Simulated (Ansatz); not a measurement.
An input for Ansatz 0.2.0 (BiPbO2I (I4mm)):

```yaml
crystal:
  lattice:
    - [-2.036731, 2.036731, 6.94164]
    - [2.036731, -2.036731, 6.94164]
    - [2.036731, 2.036731, -6.94164]
  atoms:
    - { symbol: Bi, position: [0.3332077825, 0.3332077825, 0.0] }
    - { symbol: Pb, position: [0.6658251473, 0.6658251473, 0.0] }
    - { symbol: I, position: [0.9866766767, 0.9866766767, 0.0] }
    - { symbol: O, position: [0.7571446968, 0.2571446968, 0.5] }
    - { symbol: O, position: [0.2571446968, 0.7571446968, 0.5] }
kpoints:
  mp_grid: { grid: [6, 6, 6] }
  band_path:
    path:
      - [0.0, 0.0, 0.0]
      - [0.0, 0.0, 0.5]
      - [0.25, 0.25, 0.25]
      - [0.0, 0.5, 0.0]
      - [0.5, 0.5, -0.5]
      - [0.27152203, 0.72847797, -0.27152203]
      - [-0.27152203, 0.27152203, 0.27152203]
      - [-0.04304405, 0.04304405, 0.5]
      - [0.477152203, 0.522847797, -0.477152203]
    npoints: 1
hamiltonian:
  xc: hse06
  pseudopotentials: { kind: paw, azcp: { folder: soft_1 } }
scf:
  occupations: { method: fixed }
  n_extra_bands: 5
output:
  eigenvalues: true
  write_density: true
  write_potential: true
  elf: true
  volumetric_format: npy
```

```sh
ansatz run input.yaml --threads 4 --pin off --max-ram 138240MiB --backend cuda --events-out ev --progress --plain --runs-dir out --devices 1 --max-vram 26GiB
```

Q: How long will it take on 1 × NVIDIA H100 80GB HBM3 (shared by 3 runs) with 4 threads of AMD EPYC 7R13 (Zen 3), shared host, and how much memory?

It took 52 s; on shared hardware allow 26 s to 1.7 min. Peak host memory was 2.9 GiB. The sizes that set the cost: 2251 plane waves a state, 30 irreducible k points and 16 SCF cycles.

Exact exchange couples every pair of k points and filled bands, so it costs far more than a semilocal run.

[Paths, hosts, dates, memory and timing lines, banners, echoed tables and standing remarks are left out of the program output.]

[Logs are printed without paths, hosts, clocks, repeated set-up lines and the standing remarks that a program may print on its own settings, such as how far it seeks lower states.]

[Runs of the session that timed out or met a known fault of the program may be left out.]

[Cells called generated may have been cut or substituted from an entry of the Crystallography Open Database or the Materials Project.]

[Hosts, paths, dates, database ids (printed as entryN), source tags and the programs' standing remarks are cut or masked in the printed files.]
